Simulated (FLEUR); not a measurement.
# MnF2: a ladder in the k mesh

Two starts of MnF2 are run at each rung of the k mesh. Which rung is enough?

Main program and level: FLEUR MaX-R8.1; PBE with U = 4.9 eV, J = 0.9 eV on Mn d; all-electron FLAPW, Dirac cores, scalar-relativistic bands.

### 1. Starting point

The structure is tetragonal, space group P4_2/mnm (No. 136). Conventional cell: a = 4.874 Å, b = 4.874 Å, c = 3.311 Å, α = 90.00°, β = 90.00°, γ = 90.00°. Nearest to Mn lie 6 F at 2.10 to 2.13 Å. Nearest to F lie 3 Mn at 2.10 to 2.13 Å. Farther neighbours and most contacts between anions are not listed.

Structure file:

```xyz
6
Lattice="4.8738 0.0000 0.0000 0.0000 4.8738 0.0000 0.0000 0.0000 3.3107" Properties=species:S:1:pos:R:3 pbc="T T T"
Mn    0.0000    0.0000    0.0000
Mn    2.4369    2.4369    1.6554
F     1.4880    1.4880    0.0000
F     0.9489    3.9249    1.6554
F     3.3858    3.3858    0.0000
F     3.9249    0.9489    1.6554
```

### 2. Rung 1 (mesh 2×2×2), start ferro ++

The ladder starts at a coarse mesh; cost grows with the number of points.

inpgen writes inp.xml from crystal.txt; cutoffs, mixing, functional, smearing and local orbitals are then set in the file. The k list default-1 (kpts.xml, not shown) is a Γ-centred 2×2×2 mesh; where the ranks do not divide the number of points, some are split in two of half the weight.

inp.xml reads:

```
<?xml version="1.0" encoding="UTF-8" standalone="no"?>
<fleurInput fleurInputVersion="0.39">
   <comment>
      MnF2
   </comment>
   <calculationSetup>
      <cutoffs Kmax="4.29" Gmax="12.9" GmaxXC="12.9" numbands="0"/>
      <scfLoop itmax="130" minDistance="0.0001" maxIterBroyd="15" imix="Anderson" alpha="0.05" precondParam="0.0" spinf="2.0" sdNocoIR="T"/>
      <coreElectrons ctail="T" frcor="F" kcrel="0" coretail_lmax="0"/>
      <xcFunctional name="pbe" relativisticCorrections="F"/>
      <magnetism jspins="2"/>
      <soc l_soc="F" theta="0.0" phi="0.0" spav="F"/>
      <expertModes spex="0" secvar="F"/>
      <geometryOptimization l_f="F" forcealpha="1.0" forcemix="BFGS" epsdisp="0.00001" epsforce="0.00001"/>
      <ldaU l_linMix="F" mixParam="0.05" spinf="1.0"/>
   </calculationSetup>
   <cell>
      <bzIntegration valenceElectrons="58.0" mode="hist" fermiSmearingEnergy="0.00293995">
         <kPointListSelection listName="default-1"/>
         <xi:include xmlns:xi="http://www.w3.org/2001/XInclude" href="kpts.xml"> </xi:include>
      </bzIntegration>
      <xi:include xmlns:xi="http://www.w3.org/2001/XInclude" href="sym.xml"> </xi:include>
      <bulkLattice scale="1.0">
         <bravaisMatrix>
            <row-1>    9.2101471860754796     0.0000000000000000     0.0000000000000000</row-1>
            <row-2>    0.0000000000000000     9.2101471860754796     0.0000000000000000</row-2>
            <row-3>    0.0000000000000000     0.0000000000000000     6.2563162807132198</row-3>
         </bravaisMatrix>
      </bulkLattice>
   </cell>
   <atomSpecies>
      <species name="Manganese 4.501" element="Mn" atomicNumber="25">
         <mtSphere radius="2.48" gridPoints="819" logIncrement="0.015"/>
         <atomicCutoffs lmax="10" lnonsphr="8"/>
         <electronConfig flipSpins="F">
            <coreConfig>(1s1/2) (2s1/2) (2p1/2) (2p3/2)</coreConfig>
            <valenceConfig>(3s1/2) (3p1/2) (3p3/2) (4s1/2) (3d3/2) (3d5/2)</valenceConfig>
            <stateOccupation state="(3d3/2)" spinUp="1.7505" spinDown="0.2495"/>
            <stateOccupation state="(3d5/2)" spinUp="3.0" spinDown="0.0"/>
         </electronConfig>
         <energyParameters s="4" p="4" d="3" f="4"/>
         <ldaU l="2" U="4.9" J="0.9" l_amf="F"/>
         <lo type="SCLO" l="0" n="3" eDeriv="0"/>
         <lo type="SCLO" l="1" n="3" eDeriv="0"/>
      </species>
      <species name="Fluorine (F)" element="F" atomicNumber="9">
         <mtSphere radius="1.4" gridPoints="463" logIncrement="0.023"/>
         <atomicCutoffs lmax="6" lnonsphr="4"/>
         <electronConfig flipSpins="F">
            <coreConfig>(1s1/2)</coreConfig>
            <valenceConfig>(2s1/2) (2p1/2) (2p3/2)</valenceConfig>
            <stateOccupation state="(2p1/2)" spinUp="0.833333" spinDown="0.833333"/>
            <stateOccupation state="(2p3/2)" spinUp="1.666667" spinDown="1.666667"/>
         </electronConfig>
         <energyParameters s="2" p="2" d="3" f="4"/>
      </species>
   </atomSpecies>
   <atomGroups>
      <atomGroup species="Manganese 4.501">
         <relPos label="                   1">.0000000000 .0000000000 .0000000000</relPos>
         <relPos label="                   2">1.000/2.000 1.000/2.000 1.000/2.000</relPos>
         <force calculate="T" relaxXYZ="TTT"/>
      </atomGroup>
      <atomGroup species="Fluorine (F)">
         <relPos label="                   3">.3053000000 .3053000000 .0000000000</relPos>
         <relPos label="                   4">.1947000000 -.1947000000 1.000/2.000</relPos>
         <relPos label="                   5">-.3053000000 -.3053000000 .0000000000</relPos>
         <relPos label="                   6">-.1947000000 .1947000000 1.000/2.000</relPos>
         <force calculate="T" relaxXYZ="TTT"/>
      </atomGroup>
   </atomGroups>
   <output dos="F" band="F" slice="F">
      <bandDOS minEnergy="-.5*Htr" maxEnergy="0.5*Htr" sigma="0.015" storeEVData="T"/>
      <plotting iplot="0" polar="F">
         <plot TwoD="T" vec1="  1.0  0.0  0.0" vec2="  0.0  1.0  0.0" vec3="  0.0  0.0  1.0" zero="  0.0  0.0  0.0" file="plot"/>
      </plotting>
      <moessbauerParams electricFieldGradient="F" isomerShift="F" coreHyperfine="F" valenceHyperfine="F"/>
   </output>
</fleurInput>
```

crystal.txt reads:

```
MnF2
&input film=F cartesian=F /
4.87380000000  0.00000000000  0.00000000000
0.00000000000  4.87380000000  0.00000000000
0.00000000000  0.00000000000  3.31070000000
1.8897261246
1.0 1.0 1.0

6
25 0.00000000000  0.00000000000  0.00000000000 : 4.501
25 0.50000000000  0.50000000000  0.50000000000 : 4.501
9 0.30530000000  0.30530000000  0.00000000000
9 0.19470000000  0.80530000000  0.50000000000
9 0.69470000000  0.69470000000  0.00000000000
9 0.80530000000  0.19470000000  0.50000000000

&kpt div1=2 div2=2 div3=2 gamma=T /
```

Run with:

```
OMP_NUM_THREADS=1 inpgen -f crystal.txt > inpgen.log  # inp.xml is then edited as shown
OMP_NUM_THREADS=1 mpirun -n 2 fleur_MPI > fleur.log
```

The log of the run:

```text
Welcome to FLEUR        (www.flapw.de)
      MaX-Release 8.1          (www.max-centre.eu)

 ========== k-point set info ==========
 Selected k-point list: default-1
 k-point list type: mesh
 2 x 2 x 2
 Number of k points: 6

 ------------Calculation Setup---------------------------
 Number of MPI-tasks      :            2
 Number of PE/node        :            2
 Number of OMP-threads    :            1
 k-points in parallel     :            2
 pe's per k-point         :            1
 No of k-point loops      :            3
 Eigenvalue solver        :       lapack
 Number of basis functions:          757
 Approximate size of matrices (H+S) per k-point:         0.009 GB
 --------------------------------------------------------
 no density matrix found ... skipping LDA+U
 Reset of history
 Iteration:     1   Distance:      14.55824436 me/bohr^3
 Iteration:     2   Distance:      13.30051528 me/bohr^3
 Iteration:     3   Distance:      11.81569221 me/bohr^3
 Iteration:     4   Distance:       6.78814379 me/bohr^3
 Iteration:     5   Distance:       2.89780948 me/bohr^3
 Iteration:     6   Distance:       1.67978024 me/bohr^3
 Iteration:     7   Distance:       0.43772168 me/bohr^3
 Iteration:     8   Distance:       0.55513488 me/bohr^3
 Iteration:     9   Distance:       0.06961486 me/bohr^3
 Iteration:    10   Distance:       0.06086688 me/bohr^3
 Iteration:    11   Distance:       0.01262099 me/bohr^3
 Iteration:    12   Distance:       0.01121346 me/bohr^3
 Iteration:    13   Distance:       0.00211476 me/bohr^3
 Iteration:    14   Distance:       0.00045346 me/bohr^3
 Iteration:    15   Distance:       0.00026102 me/bohr^3
 Iteration:    16   Distance:       0.00006594 me/bohr^3

 ********************************************************************
 Run finished successfully
 Stop message:
   all done
 ********************************************************************

--- out.xml (last complete iteration) ---
<iteration numberForCurrentRun="   16" overallNumber="   16">
         [... left out ...]
         <bandgap value="2.5681805069" units="eV"/>
         <sumValenceSingleParticleEnergies value="-36.7293052469" units="Htr"/>
         <FermiEnergy value="0.1148797839" units="Htr"/>
         <valenceDensity>
            <mtCharges spin="1">
               <mtCharge atomType="1" total="9.2186121" s="1.1189414" p="3.1443797" d="4.8920264" f="0.0410719"/>
               <mtCharge atomType="2" total="2.8634849" s="0.8093644" p="2.0514646" d="0.0022619" f="0.0003259"/>
            </mtCharges>
            <mtCharges spin="2">
               <mtCharge atomType="1" total="4.4776298" s="1.0916193" p="3.1232386" d="0.2002687" f="0.0403240"/>
               <mtCharge atomType="2" total="2.8031400" s="0.8028864" p="1.9998898" d="0.0002938" f="0.0000520"/>
            </mtCharges>
            <spinDependentCharge spin="1" total="34.0000000" interstitial="4.1088360" mtSpheres="29.8911640"/>
            <spinDependentCharge spin="2" total="24.0000000" interstitial="3.8321805" mtSpheres="20.1678195"/>
            <totalCharge value="58.0000000000"/>
         </valenceDensity>
         [... left out ...]
         <magneticMomentsInMTSpheres units="muBohr">
            <globalMagMoment atomType="1" vec="0.00000   0.00000   4.74098"/>
            <localMagMoment atomType="1" vec="0.00000   0.00000   4.74098"/>
            <globalMagMoment atomType="2" vec="0.00000   0.00000   0.06034"/>
            <localMagMoment atomType="2" vec="0.00000   0.00000   0.06034"/>
         </magneticMomentsInMTSpheres>
         [... left out ...]
         <totalEnergy value="    -2716.9300625018" units="Htr">
            <sumOfEigenvalues value="    -1551.6781434848">
               <coreElectrons value="-1514.9488382379"/>
               <valenceElectrons value="-36.7293052469"/>
            </sumOfEigenvalues>
            <densityCoulombPotentialIntegral value="-4106.9321913894"/>
            <densityEffectivePotentialIntegral value="-4296.6035927112"/>
            <chargeDenXCDenIntegral value="-146.5131940804"/>
            <FockExchangeEnergyValence value="0.0000000000"/>
            <FockExchangeEnergyCore value="0.0000000000"/>
         [... left out ...]
            <dftUCorrection value="-0.7057577648"/>
            <tkbTimesEntropy value="0.0000000000"/>
            <freeEnergy value="-2716.9300625018"/>
            <extrapolationTo0K value="-2716.9300625018"/>
         </totalEnergy>
         [... left out ...]
         <ldaUDensityMatrixConvergence>
            <distance spin="1" distance="0.000000"/>
            <distance spin="2" distance="0.000000"/>
         </ldaUDensityMatrixConvergence>
         <densityConvergence units="me/bohr^3">
            <chargeDensity spin="1" distance="0.0000328581"/>
            <chargeDensity spin="2" distance="0.0000454259"/>
            <overallChargeDensity distance="0.0000659416"/>
            <spinDensity distance="0.0000440233"/>
         </densityConvergence>
      </iteration>
```

It took 52 s on 2 MPI ranks of Arm Neoverse N1, shared host; peak memory 0.18 GiB; 1.7 min of CPU time.

Spin moment in the muffin-tin sphere by atom:

| atom | spin moment in the muffin-tin sphere (μB) |
| --- | --- |
| Mn1 | 4.74 |
| Mn2 | 4.74 |
| F3 | 0.06 |
| F4 | 0.06 |
| F5 | 0.06 |
| F6 | 0.06 |

Read from the output:

```yaml
free_energy: -73931.4333 eV
program_s_band_gap_on_this_mesh_in_a_metal_only_a_level_spacing: 2.568 eV
magnetization: 10 μB
final_state: ferromagnetic
```

After 16 cycles the largest moment stands at 4.74 μB.

### 3. Rung 1 (mesh 2×2×2), start antiferro +-

The second start gives the energy difference between the two end states, the quantity that is followed up the ladder.

inp.xml, as its differences from that of step 2:

```diff
@@ -45,2 +45,16 @@
       </species>
+      <species name="Manganese -4.501" element="Mn" atomicNumber="25">
+         <mtSphere radius="2.48" gridPoints="819" logIncrement="0.015"/>
+         <atomicCutoffs lmax="10" lnonsphr="8"/>
+         <electronConfig flipSpins="F">
+            <coreConfig>(1s1/2) (2s1/2) (2p1/2) (2p3/2)</coreConfig>
+            <valenceConfig>(3s1/2) (3p1/2) (3p3/2) (4s1/2) (3d3/2) (3d5/2)</valenceConfig>
+            <stateOccupation state="(3d3/2)" spinUp="0.2495" spinDown="1.7505"/>
+            <stateOccupation state="(3d5/2)" spinUp="0.0" spinDown="3.0"/>
+         </electronConfig>
+         <energyParameters s="4" p="4" d="3" f="4"/>
+         <ldaU l="2" U="4.9" J="0.9" l_amf="F"/>
+         <lo type="SCLO" l="0" n="3" eDeriv="0"/>
+         <lo type="SCLO" l="1" n="3" eDeriv="0"/>
+      </species>
       <species name="Fluorine (F)" element="F" atomicNumber="9">
@@ -60,2 +74,5 @@
          <relPos label="                   1">.0000000000 .0000000000 .0000000000</relPos>
+         <force calculate="T" relaxXYZ="TTT"/>
+      </atomGroup>
+      <atomGroup species="Manganese -4.501">
          <relPos label="                   2">1.000/2.000 1.000/2.000 1.000/2.000</relPos>
@@ -65,4 +82,7 @@
          <relPos label="                   3">.3053000000 .3053000000 .0000000000</relPos>
+         <relPos label="                   5">-.3053000000 -.3053000000 .0000000000</relPos>
+         <force calculate="T" relaxXYZ="TTT"/>
+      </atomGroup>
+      <atomGroup species="Fluorine (F)">
          <relPos label="                   4">.1947000000 -.1947000000 1.000/2.000</relPos>
-         <relPos label="                   5">-.3053000000 -.3053000000 .0000000000</relPos>
          <relPos label="                   6">-.1947000000 .1947000000 1.000/2.000</relPos>
```

crystal.txt, as its differences from that of step 2:

```diff
@@ -10,3 +10,3 @@
 25 0.00000000000  0.00000000000  0.00000000000 : 4.501
-25 0.50000000000  0.50000000000  0.50000000000 : 4.501
+25 0.50000000000  0.50000000000  0.50000000000 : -4.501
 9 0.30530000000  0.30530000000  0.00000000000
```

The log of the run:

```text
[banner, memory and clock lines left out]
Welcome to FLEUR        (www.flapw.de)
      MaX-Release 8.1          (www.max-centre.eu)

 ========== k-point set info ==========
 Selected k-point list: default-1
 k-point list type: mesh
 2 x 2 x 2
 Number of k points: 6

 [... set-up left out ...]
 no density matrix found ... skipping LDA+U
 Reset of history
 Iteration:     1   Distance:      14.43813542 me/bohr^3
 Iteration:     2   Distance:      13.27962815 me/bohr^3
 Iteration:     3   Distance:      11.79711475 me/bohr^3
 Iteration:     4   Distance:       6.78659273 me/bohr^3
 Iteration:     5   Distance:       3.03461208 me/bohr^3
 Iteration:     6   Distance:       1.66868824 me/bohr^3
 Iteration:     7   Distance:       0.45486643 me/bohr^3
 Iteration:     8   Distance:       0.48858386 me/bohr^3
[... lines left out ...]
 Iteration:    13   Distance:       0.00325948 me/bohr^3
 Iteration:    14   Distance:       0.00101201 me/bohr^3
 Iteration:    15   Distance:       0.00110420 me/bohr^3
 Iteration:    16   Distance:       0.00015362 me/bohr^3
 Iteration:    17   Distance:       0.00014436 me/bohr^3
 Iteration:    18   Distance:       0.00006610 me/bohr^3

 ********************************************************************
 Run finished successfully
 Stop message:
   all done
 ********************************************************************

--- out.xml (last complete iteration) ---
<iteration numberForCurrentRun="   18" overallNumber="   18">
         [... left out ...]
         <bandgap value="3.6863308798" units="eV"/>
         <sumValenceSingleParticleEnergies value="-36.7286940115" units="Htr"/>
         <FermiEnergy value="0.0899781691" units="Htr"/>
         [... left out ...]
         <magneticMomentsInMTSpheres units="muBohr">
            <globalMagMoment atomType="1" vec="0.00000   0.00000   4.71899"/>
            <globalMagMoment atomType="2" vec="0.00000   0.00000  -4.71891"/>
            <globalMagMoment atomType="3" vec="0.00000   0.00000  -0.02086"/>
            <globalMagMoment atomType="4" vec="0.00000   0.00000   0.02062"/>
         </magneticMomentsInMTSpheres>
         [... left out ...]
         <totalEnergy value="    -2716.9315098305" units="Htr">
            <sumOfEigenvalues value="    -1551.6767418656">
               <coreElectrons value="-1514.9480478541"/>
               <valenceElectrons value="-36.7286940115"/>
            </sumOfEigenvalues>
         [... left out ...]
            <freeEnergy value="-2716.9315098305"/>
            <extrapolationTo0K value="-2716.9315098305"/>
         </totalEnergy>
         [... left out ...]
         <ldaUDensityMatrixConvergence>
            <distance spin="1" distance="0.000001"/>
            <distance spin="2" distance="0.000001"/>
         </ldaUDensityMatrixConvergence>
         <densityConvergence units="me/bohr^3">
            <chargeDensity spin="1" distance="0.0000483124"/>
            <chargeDensity spin="2" distance="0.0000439377"/>
            <overallChargeDensity distance="0.0000660980"/>
            <spinDensity distance="0.0000645002"/>
         </densityConvergence>
      </iteration>
```

Run time: 71 s. Hardware: 2 MPI ranks; peak memory 0.22 GiB; 2.4 min of CPU time.

Spin moment in the muffin-tin sphere by atom:

| atom | spin moment in the muffin-tin sphere (μB) |
| --- | --- |
| Mn1 | 4.72 |
| Mn2 | -4.72 |
| F3 | -0.02 |
| F4 | 0.02 |
| F5 | -0.02 |
| F6 | 0.02 |

This step gave:

```
free energy                                                       : -73931.4727 eV
program's band gap on this mesh (in a metal only a level spacing) : 3.686 eV
magnetization                                                     : 0 μB
final state                                                       : antiferromagnetic
```

This start lies -19.7 meV a seeded atom from the first; its largest moment is 4.72 μB.

(Part 1 of 3 ends here.)

[Logs and program files are shortened in this print: banners, set-up blocks, solver, clock and traceback lines can be left out without a mark of their own.]

[Logs are printed without paths, hosts, clocks, repeated set-up lines and the standing remarks that a program may print on its own settings, such as how far it seeks lower states.]

[Hosts, paths, dates, database ids (printed as entryN), source tags and the programs' standing remarks are cut or masked in the printed files.]

[Where a cell is said to come from a database of computed structures, the database is the Materials Project.]
